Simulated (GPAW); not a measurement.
**Work function of 1T-SnSeTe monolayer at several levels**

Aim: the work function of both faces of 1T-SnSeTe monolayer, and its spread over functionals and bases.

Method: GPAW, PAW setups; layer in a repeated cell with vacuum, relaxation of atoms and in-plane cell, in the first sound run; inputs show where later runs differ, in GPAW 26.7.0.

## 1. The starting structure

The cell holds 3 atoms: 1 Te, 1 Sn and 1 Se. Cell: a = 3.827 Å, b = 3.827 Å, c = 18.571 Å, α = 90.0°, β = 90.0°, γ = 120.0°. Vacuum lies along c.

## 2. Relaxing the atoms

Forces are removed first; all later runs use this geometry.

File run.py:

```python
import json
import numpy as np
from ase import Atoms
from ase.filters import FrechetCellFilter
from ase.optimize import BFGS
from gpaw import GPAW, PW

slab = Atoms(
    ['Te', 'Sn', 'Se'],
    positions=[
        [1.91364, 1.10484, 8.00000],
        [0.00000, 0.00000, 9.46462],
        [-0.00000, 2.20968, 10.57059]],
    cell=[[3.82728, 0.0, 0.0], [-1.91364, 3.31452, 0.0], [0.0, 0.0, 18.5706]],
    pbc=[True, True, True])

slab.calc = GPAW(mode=PW(600), xc='PBE', kpts={'size': (9, 9, 1), 'gamma': True},
                 occupations={'name': 'fermi-dirac', 'width': 0.05}, nbands='200%',
                 convergence={'density': 1e-05}, maxiter=200,
                 symmetry={'tolerance': 1e-3}, txt='slab.txt')
result = {}
# The in-plane cell is free; stress needs a cell that repeats along all three vectors
path = []
opt = BFGS(FrechetCellFilter(slab, mask=[1, 1, 0, 0, 0, 1]), maxstep=0.2)
opt.attach(lambda: path.append((slab.get_potential_energy(), slab.positions.tolist(), slab.get_forces().tolist())))
result['relaxed'] = bool(opt.run(fmax=0.02, steps=45))
result['path'] = path
result['cell'] = slab.cell.tolist()
print('in-plane lattice', slab.cell.cellpar().round(4)[[0, 1, 5]])
energy = slab.get_potential_energy()
fermi = slab.calc.get_fermi_level()
v = slab.calc.get_electrostatic_potential().mean((0, 1)) - fermi
n = slab.calc.get_pseudo_density().mean((0, 1))
L = slab.cell[2, 2]
z = np.arange(len(v)) * L / len(v)
low, high = slab.positions[:, 2].min(), slab.positions[:, 2].max()
below, above = np.interp([low - 5.8, high + 5.8], z, v)
slopes = [np.interp(x, z, np.gradient(v, z)) for x in (low - 5.8, high + 5.8)]
eps = np.array([[slab.calc.get_eigenvalues(k, s) for k in range(len(slab.calc.get_ibz_k_points()))]
                for s in range(slab.calc.get_number_of_spins())]) - fermi
top, bottom = eps[eps < 0].max(), eps[eps > 0].min()
dipole = slab.get_dipole_moment()[2]
print(f'energy {energy:.4f} eV, Fermi level {fermi:.4f} eV, dipole {dipole:.5f} e A')
print(f'potential 5.8 A off the faces, from the Fermi level: lower {below:.4f} eV, upper {above:.4f} eV')
print(f'slope of the potential there: lower {slopes[0]:.5f}, upper {slopes[1]:.5f} eV/A')
print(f'nearest levels on the mesh: {top:.4f} and {bottom:.4f} eV')
print('magnetic moment', round(slab.get_magnetic_moment(), 3))
result.update(energy=energy, fermi=fermi, dipole=dipole, below=below, above=above, slopes=slopes, edges=[top, bottom],
              z=z.tolist(), v=v.tolist(), n=n.tolist(), positions=slab.positions.tolist(),
              forces=slab.get_forces(apply_constraint=False).tolist(), moments=slab.get_magnetic_moments().tolist())
json.dump(result, open('result.json', 'w'))
```

Started as:

```sh
> OMP_NUM_THREADS=1 OPENBLAS_NUM_THREADS=1 python run.py
```

Log:

```text
Step          Energy          fmax
BFGS:    0       -8.861053        5.398362
BFGS:    1      -10.044843        3.740811
BFGS:    2      -11.062986        1.424381
BFGS:    3      -11.191016        0.659648
BFGS:    4      -11.214684        0.416579
BFGS:    5      -11.227400        0.482105
BFGS:    6      -11.252026        0.483300
BFGS:    7      -11.275985        0.342287
BFGS:    8      -11.293246        0.301462
BFGS:    9      -11.298088        0.206596
BFGS:   10      -11.299142        0.125890
BFGS:   11      -11.299919        0.058513
BFGS:   12      -11.300221        0.019223
in-plane lattice [  3.9752   3.9752 120.    ]
energy -11.2951 eV, Fermi level -1.5359 eV, dipole -0.04012 e A
potential 5.8 A off the faces, from the Fermi level: lower 5.1593 eV, upper 5.2606 eV
slope of the potential there: lower -0.02843, upper -0.02848 eV/A
nearest levels on the mesh: -0.0792 and 0.0063 eV
magnetic moment 0.0
```

The job ended after 8.9 min (1 thread of Arm Neoverse V2, shared host; peak memory 0.48 GiB).

Numbers from this step:

* dipole along the normal: -0.04012 e·Å
* levels nearest the Fermi level on the mesh: -0.07919, 0.006338 eV from the Fermi level

Table of electrostatic potential energy of an electron (without an applied field's), less the Fermi level, planar mean by z:

```csv
z (Å),"electrostatic potential energy of an electron (without an applied field's), less the Fermi level, planar mean (eV)"
0.0,5.21
0.5,5.20
1.0,5.18
1.5,5.17
2.0,5.15
2.5,5.14
3.0,5.12
3.5,5.11
4.0,5.09
4.5,5.07
5.0,5.03
5.5,4.90
6.0,4.42
6.5,2.55
7.0,-3.96
7.5,-14.8
8.0,-9.08
8.5,-2.65
9.0,-7.54
9.5,-13.3
10.0,-6.02
10.5,-5.51
11.0,-12.9
11.5,-2.77
12.0,3.36
12.5,4.92
13.0,5.26
13.5,5.33
14.0,5.33
14.5,5.32
15.0,5.31
15.5,5.30
16.0,5.28
16.5,5.27
17.0,5.25
17.5,5.24
18.0,5.23
```

The pseudo valence density, planar mean oscillates, so the rows of the table below give means over windows of 1 Å about each position, cut where the curve ends. Its maxima inside the range that stand out by 2 % of the span (Å: e/Å³): 7.1: 0.239, 8.1: 0.290, 9.4: 1.04, 11.3: 0.265. Its minima: 7.6: 0.0869, 8.5: 0.267, 11.0: 0.164.

Table of pseudo valence density, planar mean by z; means over each step:

```csv
z (Å),"pseudo valence density, planar mean (e/Å³)"
3,8.1e-6
4,1.4e-4
5,0.00227
6,0.0358
7,0.176
8,0.217
9,0.578
10,0.526
11,0.246
12,0.111
13,0.00755
14,4.0e-4
15,2.1e-5
```

The relaxation lowered the energy of the cell by 2.43 eV (energies extrapolated to zero smearing; the optimiser's log prints free energies). The largest force left on a free atom is 0.019 eV/Å.

## 3. Plane waves, PBE

The work function is the vacuum plateau of the electrostatic potential less the Fermi level; a dipole layer lets the two faces have plateaus of their own.

This step: GPAW, PAW setups; slab in vacuum (GPAW 26.7.0).

The cell differs from the one that the last finished run ended in (c 18.571 → 19.411 Å).

Changes to run.py since step 2:

```diff
@@ -3,4 +3,2 @@
 from ase import Atoms
-from ase.filters import FrechetCellFilter
-from ase.optimize import BFGS
 from gpaw import GPAW, PW
@@ -10,21 +8,14 @@
     positions=[
-        [1.91364, 1.10484, 8.00000],
-        [0.00000, 0.00000, 9.46462],
-        [-0.00000, 2.20968, 10.57059]],
-    cell=[[3.82728, 0.0, 0.0], [-1.91364, 3.31452, 0.0], [0.0, 0.0, 18.5706]],
-    pbc=[True, True, True])
+        [1.98759, 1.14754, 8.00000],
+        [0.00000, -0.00000, 9.85179],
+        [-0.00000, 2.29508, 11.41093]],
+    cell=[[3.97519, -0.0, 0.0], [-1.98759, 3.44261, 0.0], [0.0, 0.0, 19.4109]],
+    pbc=[True, True, False])
 
-slab.calc = GPAW(mode=PW(600), xc='PBE', kpts={'size': (9, 9, 1), 'gamma': True},
+slab.calc = GPAW(mode=PW(400), xc='PBE', kpts={'size': (9, 9, 1), 'gamma': True},
                  occupations={'name': 'fermi-dirac', 'width': 0.05}, nbands='200%',
                  convergence={'density': 1e-05}, maxiter=200,
+                 poissonsolver={'dipolelayer': 'xy'},
                  symmetry={'tolerance': 1e-3}, txt='slab.txt')
 result = {}
-# The in-plane cell is free; stress needs a cell that repeats along all three vectors
-path = []
-opt = BFGS(FrechetCellFilter(slab, mask=[1, 1, 0, 0, 0, 1]), maxstep=0.2)
-opt.attach(lambda: path.append((slab.get_potential_energy(), slab.positions.tolist(), slab.get_forces().tolist())))
-result['relaxed'] = bool(opt.run(fmax=0.02, steps=45))
-result['path'] = path
-result['cell'] = slab.cell.tolist()
-print('in-plane lattice', slab.cell.cellpar().round(4)[[0, 1, 5]])
 energy = slab.get_potential_energy()
```

Log:

```text
energy -11.1481 eV, Fermi level -1.6988 eV, dipole -0.02783 e A
potential 5.8 A off the faces, from the Fermi level: lower 5.0323 eV, upper 5.3990 eV
slope of the potential there: lower -0.00003, upper 0.00002 eV/A
nearest levels on the mesh: -0.0801 and 0.0068 eV
magnetic moment 0.0
```

Elapsed: 23 s, on 1 thread; peak memory 0.22 GiB.

This step gave:

```
dipole along the normal                    : -0.02783 e·Å
levels nearest the Fermi level on the mesh : -0.08013, 0.006814 eV from the Fermi level
upper work function                        : 5.399 eV
lower work function                        : 5.032 eV
```

Electrostatic potential energy of an electron (without an applied field's), less the Fermi level, planar mean against z:

```csv
z (Å),"electrostatic potential energy of an electron (without an applied field's), less the Fermi level, planar mean (eV)"
0,5.22
1,5.03
2,5.03
3,5.03
4,5.03
5,5.02
6,4.83
7,1.86
8,-15.2
9,-2.78
10,-12.6
11,-6.87
12,-1.06
13,5.04
14,5.38
15,5.40
16,5.40
17,5.40
18,5.40
19,5.39
```

Pseudo valence density, planar mean against z:

```csv
z (Å),"pseudo valence density, planar mean (e/Å³)"
0.00,0
0.65,0
1.29,0
1.94,0
2.59,0
3.24,4.5e-6
3.88,2.2e-5
4.53,1.4e-4
5.39,0.00155
6.04,0.00954
6.69,0.0555
7.33,0.218
7.98,0.0857
8.63,0.290
9.27,0.349
9.92,1.04
10.57,0.334
11.22,0.249
11.86,0.267
12.51,0.0703
13.16,0.0107
13.80,0.00158
14.67,1.3e-4
15.31,1.9e-5
15.96,3.5e-6
16.61,0
17.25,0
17.90,0
18.55,0
19.20,0
```

The potential is flat to 2.8e-5 eV/Å where it is read, so the vacuum is wide enough.

## 4. OptPBE vdW: xc = "optPBE-vdW"

The same geometry under optPBE-vdW, to see how far the functional moves the levels against the vacuum (the van der Waals functionals take revPBE setups).

Changes to run.py since step 3:

```diff
@@ -14,3 +14,3 @@
 
-slab.calc = GPAW(mode=PW(400), xc='PBE', kpts={'size': (9, 9, 1), 'gamma': True},
+slab.calc = GPAW(mode=PW(400), xc='optPBE-vdW', kpts={'size': (9, 9, 1), 'gamma': True},
                  occupations={'name': 'fermi-dirac', 'width': 0.05}, nbands='200%',
```

Log:

```text
energy -53.1756 eV, Fermi level -1.8479 eV, dipole -0.02883 e A
potential 5.8 A off the faces, from the Fermi level: lower 5.2365 eV, upper 5.6165 eV
slope of the potential there: lower -0.00004, upper 0.00002 eV/A
nearest levels on the mesh: -0.0714 and 0.0026 eV
magnetic moment 0.0
```

The job ended after 30 s (1 thread; peak memory 0.4 GiB).

Numbers from this step:

```
dipole along the normal                    : -0.02883 e·Å
levels nearest the Fermi level on the mesh : -0.07136, 0.002596 eV from the Fermi level
upper work function                        : 5.616 eV
lower work function                        : 5.236 eV
```

Table of electrostatic potential energy of an electron (without an applied field's), less the Fermi level, planar mean by z:

z (Å), electrostatic potential energy of an electron (without an applied field's), less the Fermi level, planar mean (eV) and a bar from the least value:
```
      0.0        5.4 ##############################
      0.5        5.2 #############################
      1.0        5.2 #############################
      1.5        5.2 #############################
      2.0        5.2 #############################
      2.5        5.2 #############################
      3.0        5.2 #############################
      3.5        5.2 #############################
      4.0        5.2 #############################
      4.5        5.2 #############################
      5.0        5.2 #############################
      5.5        5.2 #############################
      6.0        5.0 #############################
      6.5        4.4 ############################
      7.0        2.0 #########################
      7.5       -6.0 #############
      8.0      -15.2 
      8.5       -7.2 ############
      9.0       -2.8 ##################
      9.5       -9.3 #########
     10.0      -12.6 ####
     10.5       -5.0 ###############
     11.0       -6.9 ############
     11.5      -12.1 ####
     12.0       -1.0 #####################
     12.5        4.0 ############################
     13.0        5.2 #############################
     13.5        5.5 ##############################
     14.0        5.6 ##############################
     14.5        5.6 ##############################
     15.0        5.6 ##############################
     15.5        5.6 ##############################
     16.0        5.6 ##############################
     16.5        5.6 ##############################
     17.0        5.6 ##############################
     17.5        5.6 ##############################
     18.0        5.6 ##############################
     18.5        5.6 ##############################
     19.0        5.6 ##############################
```

Table of pseudo valence density, planar mean by z:

```csv
z (Å),"pseudo valence density, planar mean (e/Å³)"
0.00,0
0.65,0
1.29,0
1.94,0
2.59,0
3.24,6.0e-6
3.88,3.1e-5
4.53,1.9e-4
5.39,0.00176
6.04,0.00992
6.69,0.0556
7.33,0.217
7.98,0.0860
8.63,0.290
9.27,0.348
9.92,1.04
10.57,0.333
11.22,0.249
11.86,0.266
12.51,0.0705
13.16,0.0111
13.80,0.00178
14.67,1.7e-4
15.31,2.6e-5
15.96,4.6e-6
16.61,0
17.25,0
17.90,0
18.55,0
19.20,0
```

Force by atom:

```csv
atom,x (eV/Å),y (eV/Å),z (eV/Å),size
Te1,0.000,0.000,-0.252,0.252
Sn2,0.000,0.000,0.004,0.004
Se3,0.000,0.000,0.246,0.246
```

The upper face's work function is 5.616 eV, against 5.399 eV in the first plane-wave PBE run at this geometry.

## 5. Self-consistent run: xc = "vdW-DF2"

The same geometry under vdW-DF2, to see how far the functional moves the levels against the vacuum (the van der Waals functionals take revPBE setups).

Changes to run.py since step 4:

```diff
@@ -14,3 +14,3 @@
 
-slab.calc = GPAW(mode=PW(400), xc='optPBE-vdW', kpts={'size': (9, 9, 1), 'gamma': True},
+slab.calc = GPAW(mode=PW(400), xc='vdW-DF2', kpts={'size': (9, 9, 1), 'gamma': True},
                  occupations={'name': 'fermi-dirac', 'width': 0.05}, nbands='200%',
```

Log:

```text
energy -279.2756 eV, Fermi level -1.9319 eV, dipole -0.03033 e A
potential 5.8 A off the faces, from the Fermi level: lower 5.3820 eV, upper 5.7818 eV
slope of the potential there: lower -0.00011, upper 0.00007 eV/A
nearest levels on the mesh: -0.0991 and 0.0147 eV
magnetic moment 0.0
```

The job ended after 30 s (1 thread; peak memory 0.4 GiB).

Numbers from this step:

- dipole along the normal: -0.03033 e·Å
- levels nearest the Fermi level on the mesh: -0.09913, 0.01471 eV from the Fermi level
- upper work function: 5.782 eV
- lower work function: 5.382 eV

Table of electrostatic potential energy of an electron (without an applied field's), less the Fermi level, planar mean by z:

```csv
z (Å),"electrostatic potential energy of an electron (without an applied field's), less the Fermi level, planar mean (eV)"
0.0,5.58
0.5,5.38
1.0,5.38
1.5,5.38
2.0,5.38
2.5,5.38
3.0,5.38
3.5,5.38
4.0,5.38
4.5,5.38
5.0,5.36
5.5,5.32
6.0,5.14
6.5,4.46
7.0,1.99
7.5,-6.00
8.0,-15.3
8.5,-7.30
9.0,-2.97
9.5,-9.47
10.0,-12.8
10.5,-5.12
11.0,-6.91
11.5,-12.1
12.0,-0.936
12.5,4.08
13.0,5.36
13.5,5.68
14.0,5.75
14.5,5.77
15.0,5.78
15.5,5.78
16.0,5.78
16.5,5.78
17.0,5.78
17.5,5.78
18.0,5.78
18.5,5.78
19.0,5.78
```

The upper face's work function is 5.782 eV, against 5.399 eV in the first plane-wave PBE run at this geometry.

## 6. Self-consistent run: xc = "RPBE"

The same geometry under RPBE, to see how far the functional moves the levels against the vacuum.

Changes to run.py since step 5:

```diff
@@ -14,3 +14,3 @@
 
-slab.calc = GPAW(mode=PW(400), xc='vdW-DF2', kpts={'size': (9, 9, 1), 'gamma': True},
+slab.calc = GPAW(mode=PW(400), xc='RPBE', kpts={'size': (9, 9, 1), 'gamma': True},
                  occupations={'name': 'fermi-dirac', 'width': 0.05}, nbands='200%',
```

Log:

```text
energy -10.2328 eV, Fermi level -1.5867 eV, dipole -0.02783 e A
potential 5.8 A off the faces, from the Fermi level: lower 4.9218 eV, upper 5.2885 eV
slope of the potential there: lower -0.00003, upper 0.00002 eV/A
nearest levels on the mesh: -0.0085 and 0.0749 eV
magnetic moment 0.0
```

Elapsed: 23 s, on 1 thread; peak memory 0.22 GiB.

This step gave:

```yaml
dipole_along_the_normal: -0.02783 e·Å
levels_nearest_the_fermi_level_on_the_mesh: -0.008535, 0.07488 eV from the Fermi level
upper_work_function: 5.289 eV
lower_work_function: 4.922 eV
```

The upper face's work function is 5.289 eV, against 5.399 eV in the first plane-wave PBE run at this geometry.

## 7. Self-consistent run: xc = "revPBE"

The same geometry under revPBE, to see how far the functional moves the levels against the vacuum.

Changes to run.py since step 6:

```diff
@@ -14,3 +14,3 @@
 
-slab.calc = GPAW(mode=PW(400), xc='RPBE', kpts={'size': (9, 9, 1), 'gamma': True},
+slab.calc = GPAW(mode=PW(400), xc='revPBE', kpts={'size': (9, 9, 1), 'gamma': True},
                  occupations={'name': 'fermi-dirac', 'width': 0.05}, nbands='200%',
```

Log:

```text
energy -10.3478 eV, Fermi level -1.6000 eV, dipole -0.02755 e A
potential 5.8 A off the faces, from the Fermi level: lower 4.9282 eV, upper 5.2912 eV
slope of the potential there: lower -0.00003, upper 0.00002 eV/A
nearest levels on the mesh: -0.0045 and 0.0785 eV
magnetic moment 0.0
```

The job ended after 23 s (1 thread; peak memory 0.22 GiB).

Numbers from this step:

```
dipole along the normal                    : -0.02755 e·Å
levels nearest the Fermi level on the mesh : -0.004532, 0.07849 eV from the Fermi level
upper work function                        : 5.291 eV
lower work function                        : 4.928 eV
```

The electrostatic potential energy of an electron (without an applied field's), less the Fermi level, planar mean by z:

z (Å), electrostatic potential energy of an electron (without an applied field's), less the Fermi level, planar mean (eV) and a bar from the least value:
```
      0.0        5.1 ##############################
      0.5        4.9 #############################
      1.0        4.9 #############################
      1.5        4.9 #############################
      2.0        4.9 #############################
      2.5        4.9 #############################
      3.0        4.9 #############################
      3.5        4.9 #############################
      4.0        4.9 #############################
      4.5        4.9 #############################
      5.0        4.9 #############################
      5.5        4.9 #############################
      6.0        4.7 #############################
      6.5        4.1 ############################
      7.0        1.8 #########################
      7.5       -6.1 #############
      8.0      -15.3 
      8.5       -7.2 ############
      9.0       -2.9 ##################
      9.5       -9.3 #########
     10.0      -12.7 ####
     10.5       -5.1 ###############
     11.0       -7.0 ############
     11.5      -12.3 ####
     12.0       -1.2 #####################
     12.5        3.8 ############################
     13.0        4.9 #############################
     13.5        5.2 ##############################
     14.0        5.3 ##############################
     14.5        5.3 ##############################
     15.0        5.3 ##############################
     15.5        5.3 ##############################
     16.0        5.3 ##############################
     16.5        5.3 ##############################
     17.0        5.3 ##############################
     17.5        5.3 ##############################
     18.0        5.3 ##############################
     18.5        5.3 ##############################
     19.0        5.3 ##############################
```

The upper face's work function is 5.291 eV, against 5.399 eV in the first plane-wave PBE run at this geometry.

## 8. Self-consistent run: xc = "LDA"

The same geometry under LDA, to see how far the functional moves the levels against the vacuum.

Changes to run.py since step 7:

```diff
@@ -14,3 +14,3 @@
 
-slab.calc = GPAW(mode=PW(400), xc='revPBE', kpts={'size': (9, 9, 1), 'gamma': True},
+slab.calc = GPAW(mode=PW(400), xc='LDA', kpts={'size': (9, 9, 1), 'gamma': True},
                  occupations={'name': 'fermi-dirac', 'width': 0.05}, nbands='200%',
```

Log:

```text
energy -12.8704 eV, Fermi level -1.9803 eV, dipole -0.02759 e A
potential 5.8 A off the faces, from the Fermi level: lower 5.2993 eV, upper 5.6628 eV
slope of the potential there: lower -0.00003, upper 0.00002 eV/A
nearest levels on the mesh: -0.1370 and 0.0254 eV
magnetic moment 0.0
```

It took 22 s on 1 thread; peak memory 0.21 GiB.

This step gave:

```yaml
dipole_along_the_normal: -0.02759 e·Å
levels_nearest_the_fermi_level_on_the_mesh: -0.1370, 0.02542 eV from the Fermi level
upper_work_function: 5.663 eV
lower_work_function: 5.299 eV
```

The upper face's work function is 5.663 eV, against 5.399 eV in the first plane-wave PBE run at this geometry.

[end of part 1 of 2]

[Logs are printed without paths, hosts, clocks, repeated set-up lines and the standing remarks that a program may print on its own settings, such as how far it seeks lower states.]

[Hosts, paths, dates, database ids (printed as entryN), source tags and the programs' standing remarks are cut or masked in the printed files.]
